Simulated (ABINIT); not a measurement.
# SiC (P6_3mc): one start, several treatments of the self-energy

Aim: compare treatments of exchange, screening and correlation for the gap of SiC (P6_3mc).

Program: ABINIT 10.8.3. Level of theory: PBE and many-body steps on it, plane waves. Results are calculated unless marked as measured.

**What was measured.**

- Gap 3.33 eV: band gap at cryogenic temperature; bulk crystal (literature value) (quoted in “Silicon carbide diodes for neutron detection”, 2020, arxiv:2009.14696).

## Step 1: The starting structure

Symmetry: P6_3mc, No. 186, hexagonal system. Conventional cell: a = 3.074 Å, b = 3.074 Å, c = 5.045 Å, α = 90.00°, β = 90.00°, γ = 120.00°. Nearest to Si lie 4 C at 1.88 to 1.90 Å. Nearest to C lie 4 Si at 1.88 to 1.90 Å. Farther neighbours are not listed.

The cell and positions are those that the Materials Project relaxed with its own functionals (PBE, PBE+U or r2SCAN), kept fixed.

## Step 2: Empty states on the mesh, 6×6×4 mesh, 188 bands

This step: ABINIT 10.8.3; DFT, PBE, plane waves, norm-conserving pseudopotentials.

The sums over transitions need many empty states on a uniform mesh; this step solves for them.

run.abi

```
acell 3*1.0 Angstrom
rprim 
  3.073513928196 0.000000000001 0.000000000000
  -1.536756964099 2.661741140703 0.000000000000
  0.000000000000 0.000000000000 5.045247710000
ntypat 2
znucl 14 6
natom 4
typat 1 1 2 2
xred 
  0.333333333333 0.666666666667 0.499602400000
  0.666666666667 0.333333333333 0.999602400000
  0.333333333333 0.666666666667 0.875397600000
  0.666666666667 0.333333333333 0.375397600000
pp_dirpath "pseudos"
pseudos "Si.upf, C.upf"
ecut 37
ngkpt 6 6 4
nshiftk 1
shiftk 0 0 0
kptopt 1
chksymbreak 0
irdden 1
istwfk *1
nband 188
prtvol 0
optdriver 6
gwr_task "HDIAGO"
paral_kgb 0
occopt 1
indata_prefix "in"
outdata_prefix "out"
tmpdata_prefix "tmp"
```

Launch:

```bash
> OMP_NUM_THREADS=1 mpirun -n 8 abinit run.abi > log
```

Log:

```text
.Version 10.8.3 of ABINIT. v10.8.2 released Aug 2026.

 Symmetries : space group P6_3 m c (#186); Bravais hP (primitive hexag.)
[... echo of the input left out ...]
== DATASET  1 ==================================================================
-   mpi_nproc: 8, omp_nthreads: 1 (-1 if OMP is not activated)

--- !DatasetInfo
iteration_state: {dtset: 1, }
dimensions: {natom: 4, nkpt: 21, mband: 188, nsppol: 1, nspinor: 1, nspden: 1, mpw: 3015, }
cutoff_energies: {ecut:  37.0, pawecutdg:  -1.0, }
[...]
Indirect band gap semiconductor
 Fundamental gap:     2.275 (eV)
   VBM:     7.012 (eV) at k: [ 0.0000E+00,  0.0000E+00,  0.0000E+00]
   CBM:     9.287 (eV) at k: [ 3.3333E-01,  3.3333E-01,  0.0000E+00]
 Direct gap:         3.985 (eV) at k: [ 5.0000E-01,  0.0000E+00,  0.0000E+00]

== END DATASET(S) ==============================================================
================================================================================

 -outvars: echo values of variables after computation  --------
           etotal      0.0000000000E+00
            nband         188
             nkpt          21
          spgroup         186
 [... the other variables as echoed above ...]

 Calculation completed.
```

Wall time 51 s (8 MPI ranks of Arm Neoverse V2, shared host); peak memory 4.3 GiB; 6.8 min of CPU time.

Numbers from this step:

```
gap                                                           : 2.275 eV
k of the valence top                                          : 0, 0, 0
k of the conduction bottom                                    : 0.3333, 0.3333, 0
least direct gap                                              : 3.985 eV
k points computed                                             : 21
lowest point of the top converged band, above the valence top : 131.3251 eV
```

On this mesh the gap is 2.275 eV.

The density comes from a self-consistent run that is not shown.

## Step 3: Screening, 6×6×4 mesh, 180 bands, screening to 228.6 eV

The RPA dielectric matrix is built and inverted for each q.

This step: RPA screening on PBE, plane waves, norm-conserving pseudopotentials.

Changes to run.abi since step 2:

```diff
@@ -22,10 +22,11 @@
 chksymbreak 0
-irdden 1
 istwfk *1
-nband 188
-prtvol 0
-optdriver 6
-gwr_task "HDIAGO"
-paral_kgb 0
 occopt 1
+irdwfk 1
+optdriver 3
+nband 180
+ecuteps 8.4
+inclvkb 2
+awtr 1
+symchi 1
 indata_prefix "in"
```

Log:

```text
.Version 10.8.3 of ABINIT. v10.8.2 released Aug 2026.

 Symmetries : space group P6_3 m c (#186); Bravais hP (primitive hexag.)
[... echo of the input left out ...]
== DATASET  1 ==================================================================
-   mpi_nproc: 8, omp_nthreads: 1 (-1 if OMP is not activated)

--- !DatasetInfo
iteration_state: {dtset: 1, }
dimensions: {natom: 4, nkpt: 21, mband: 180, nsppol: 1, nspinor: 1, nspden: 1, mpw: 3015, }
cutoff_energies: {ecut:  37.0, pawecutdg:  -1.0, }
electrons: {nelect:   1.60000000E+01, charge:   0.00000000E+00, occopt:   1.00000000E+00, tsmear:   1.00000000E-02, }

 SCREENING: Calculation of the susceptibility and dielectric matrices

 Based on a program developped by R.W. Godby, V. Olevano, G. Onida, and L. Reining.
 Incorporated in ABINIT by V. Olevano, G.-M. Rignanese, and M. Torrent.
.Using double precision arithmetic ; gwpc =  8

[... cell and pseudopotentials left out ...]
--------------------------------------------------------------------------------

 ==== K-mesh for the wavefunctions ====
 Number of points in the irreducible wedge :    21
[... list of points left out ...]
 Together with 12 symmetry operations and time-reversal symmetry
 yields   144 points in the full Brillouin Zone.

 ==== Q-mesh for the screening function ====
 Number of points in the irreducible wedge :    21
[... list of points left out ...]
 Together with 12 symmetry operations and time-reversal symmetry
 yields   144 points in the full Brillouin Zone.

 setmesh: FFT mesh size selected  =    24x   24x   40
          total number of points  =        23040

 vcoul_init : cutoff-mode = AUXILIARY_FUNCTION
 q-points for optical limit:   1
     1)      0.000010    0.000020    0.000030

- screening: taking advantage of time-reversal symmetry
- Maximum band index for partially occupied states nbvw = 8
- Remaining bands to be divided among processors   nbcw = 172
- Number of bands treated by each node ~21

 Number of electrons calculated from density =   16.0000; Expected =   16.0000
 average of density, n =  0.057443
 r_s =    1.6078
 omega_plasma =   23.1193 [eV]

 calculating chi0 at frequencies [eV] :
  1    0.000000E+00    0.000000E+00
  2    0.000000E+00    2.311935E+01

--------------------------------------------------------------------------------
  q-point number  1        q = ( 0.000000, 0.000000, 0.000000) [r.l.u.]
--------------------------------------------------------------------------------
[... chi0 elements left out ...]
 For q-point:  0.000010 0.000020 0.000030
  dielectric constant =   6.8547
  dielectric constant without local fields =   7.5085

  Average fulfillment of the sum rule on Im[epsilon] for q-point    1 :     91.91  [%]
[... wings left out ...]
  q-point number  2        q = ( 0.166667, 0.000000, 0.000000) [r.l.u.]
--------------------------------------------------------------------------------
[... chi0 elements left out ...]
  Average fulfillment of the sum rule on Im[epsilon] for q-point    2 :     95.04  [%]

 [... 19 further q-points ...]
```

Run time: 2.1 min. Hardware: 8 MPI ranks; peak memory 2.8 GiB.

Numbers from this step:

- ε∞ with local fields, on this mesh, along the program's q direction: 6.855
- the same without local fields: 7.508
- plasma frequency: 23.12 eV
- plane waves in the screening matrix: 313

Local fields lower ε∞ by 9 %.

## Step 4: G0W0, Godby-Needs plasmon pole

The self-energy is evaluated for the states that the input lists, and the levels follow from it, in one-shot runs by the linearised quasiparticle equation.

This step: G0W0 on PBE, plane waves, norm-conserving pseudopotentials.

Changes to run.abi since step 3:

```diff
@@ -25,8 +25,19 @@
 irdwfk 1
-optdriver 3
+optdriver 4
 nband 180
+gwcalctyp 0
+ecutsigx 37
+symsigma 1
+nkptgw 3
+kptgw 
+  0.0000000000 0.0000000000 0.0000000000
+  0.3333333333 0.3333333333 0.0000000000
+  0.5000000000 0.0000000000 0.0000000000
+bdgw 
+  7 10
+  6 10
+  7 10
 ecuteps 8.4
-inclvkb 2
-awtr 1
-symchi 1
+irdscr 1
+ppmodel 1
 indata_prefix "in"
```

Log:

```text
.Version 10.8.3 of ABINIT. v10.8.2 released Aug 2026.

 Symmetries : space group P6_3 m c (#186); Bravais hP (primitive hexag.)
[... echo of the input left out ...]
== DATASET  1 ==================================================================
-   mpi_nproc: 8, omp_nthreads: 1 (-1 if OMP is not activated)

--- !DatasetInfo
iteration_state: {dtset: 1, }
dimensions: {natom: 4, nkpt: 21, mband: 180, nsppol: 1, nspinor: 1, nspden: 1, mpw: 3015, }
cutoff_energies: {ecut:  37.0, pawecutdg:  -1.0, }
electrons: {nelect:   1.60000000E+01, charge:   0.00000000E+00, occopt:   1.00000000E+00, tsmear:   1.00000000E-02, }

 SIGMA: Calculation of the GW corrections

 Based on a program developped by R.W. Godby, V. Olevano, G. Onida, and L. Reining.
 Incorporated in ABINIT by V. Olevano, G.-M. Rignanese, and M. Torrent.
.Using double precision arithmetic ; gwpc =  8

[... cell and pseudopotentials left out ...]
--------------------------------------------------------------------------------

 ==== K-mesh for the wavefunctions ====
 Number of points in the irreducible wedge :    21
[... list of points left out ...]
 Together with 12 symmetry operations and time-reversal symmetry
 yields   144 points in the full Brillouin Zone.

 ==== Q-mesh for screening function ====
 Number of points in the irreducible wedge :    21
[... list of points left out ...]
 Together with 12 symmetry operations and time-reversal symmetry
 yields   144 points in the full Brillouin Zone.

 vcoul_init : cutoff-mode = AUXILIARY_FUNCTION
 q-points for optical limit:   1
     1)      0.000010    0.000020    0.000030
 setmesh: FFT mesh size selected  =    27x   27x   54
          total number of points  =        39366

 Number of electrons calculated from density =   16.0000; Expected =   16.0000
 average of density, n =  0.057443
 r_s =    1.6078
 omega_plasma =   23.1193 [eV]

 === KS Band Gaps ===
  >>>> For spin  1
   Minimum direct gap =   3.9851 [eV], located at k-point      :   0.5000  0.0000  0.0000
   Fundamental gap    =   2.2753 [eV], Top of valence bands at :   0.0000  0.0000  0.0000
                                       Bottom of conduction at :   0.3333  0.3333  0.0000
 SIGMA fundamental parameters:
 PLASMON POLE MODEL  1
 number of plane-waves for SigmaX                 2973
 number of plane-waves for SigmaC and W            313
 number of plane-waves for wavefunctions          2973
 number of bands                                   180
 number of independent spin polarizations            1
 number of spinorial components                      1
 number of k-points in IBZ                          21
 number of q-points in IBZ                          21
 number of symmetry operations                      12
 number of k-points in BZ                          144
 number of q-points in BZ                          144
 number of frequencies for dSigma/dE                 9
 frequency step for dSigma/dE [eV]                0.25
 number of omega for Sigma on real axis              0
 max omega for Sigma on real axis  [eV]           0.00
 zcut for avoiding poles [eV]                     0.10

 EPSILON^-1 parameters (SCR file):
 dimension of the eps^-1 matrix on file            313
 dimension of the eps^-1 matrix used               313
 number of plane-waves for wavefunctions          2973
 number of bands                                   180
 number of q-points in IBZ                          21
 number of frequencies                               2
 number of real frequencies                          1
 number of imag frequencies                          1

 matrix elements of self-energy operator (all in [eV])

 Perturbative Calculation

--- !SelfEnergy_ee
iteration_state: {dtset: 1, }
kpoint     : [   0.000,    0.000,    0.000, ]
spin       : 1
KS_gap     :    4.820
QP_gap     :    5.706
Delta_QP_KS:    0.886
data: !SigmaeeData |
     Band     E0 <VxcDFT>   SigX SigC(E0)      Z dSigC/dE  Sig(E)    E-E0       E
        7   7.012 -15.027 -17.600   1.905   0.792  -0.262 -15.556  -0.529   6.483
        8   7.012 -15.027 -17.600   1.905   0.792  -0.262 -15.556  -0.529   6.483
        9  11.832 -12.163  -6.994  -4.727   0.806  -0.240 -11.806   0.357  12.189
       10  13.231 -12.779  -7.194  -5.174   0.793  -0.261 -12.453   0.326  13.557

--- !SelfEnergy_ee
iteration_state: {dtset: 1, }
kpoint     : [   0.333,    0.333,    0.000, ]
spin       : 1
KS_gap     :    6.117
QP_gap     :    7.179
Delta_QP_KS:    1.062
data: !SigmaeeData |
     Band     E0 <VxcDFT>   SigX SigC(E0)      Z dSigC/dE  Sig(E)    E-E0       E
        6   2.959 -13.062 -17.039   2.850   0.781  -0.281 -13.942  -0.880   2.078
        7   2.959 -13.062 -17.039   2.850   0.781  -0.281 -13.942  -0.880   2.078
[...]
--- !SelfEnergy_ee
iteration_state: {dtset: 1, }
kpoint     : [   0.500,    0.000,    0.000, ]
spin       : 1
KS_gap     :    3.985
QP_gap     :    4.901
Delta_QP_KS:    0.916
data: !SigmaeeData |
     Band     E0 <VxcDFT>   SigX SigC(E0)      Z dSigC/dE  Sig(E)    E-E0       E
[...]
8   5.813 -14.520 -17.600   2.215   0.789  -0.267 -15.202  -0.683   5.130
        9   9.798 -10.579  -6.048  -4.246   0.821  -0.218 -10.345   0.234  10.032
       10  11.240 -11.760  -6.959  -4.342   0.809  -0.236 -11.389   0.371  11.611

== END DATASET(S) ==============================================================
================================================================================

 -outvars: echo values of variables after computation  --------
           etotal      0.0000000000E+00
            nband         180
             nkpt          21
          spgroup         186
 [... the other variables as echoed above ...]

 Calculation completed.
```

Wall time 36 s (8 MPI ranks); peak memory 3.1 GiB.

This step gave:

- G0W0 gap on the points computed: 2.981 eV
- starting gap on the mesh: 2.275 eV
- k of the valence top: 0, 0, 0
- k of the conduction bottom: 0.3333, 0.3333, 0
- Z at the valence top: 0.792
- Z at the conduction bottom: 0.824
- least direct G0W0 gap on the computed points: 4.902 eV

The gap on the mesh goes from 2.28 eV to 2.98 eV, a correction of +0.71 eV.

[end of part 1 of 2]

[Paths, hosts, dates, memory and timing lines, banners, echoed tables and standing remarks are left out of the program output.]

[Logs are printed without paths, hosts, clocks, repeated set-up lines and the standing remarks that a program may print on its own settings, such as how far it seeks lower states.]

[Runs of the session that timed out or met a known fault of the program may be left out.]

[No measured gap is set beside runs whose start may be inverted or whose files or cutoffs have a known fault.]

[Hosts, paths, dates, database ids (printed as entryN), source tags and the programs' standing remarks are cut or masked in the printed files.]

[G0W0 gaps are taken among the corrected bands and points alone; a level outside them can change the order at an edge.]

[Where Ansatz stands beside ABINIT at settings called matched, ABINIT's density can come from a denser mesh and the files from another edition; pairs whose starting gaps differed by over 0.03 eV were left out, so agreement reads better than it is.]
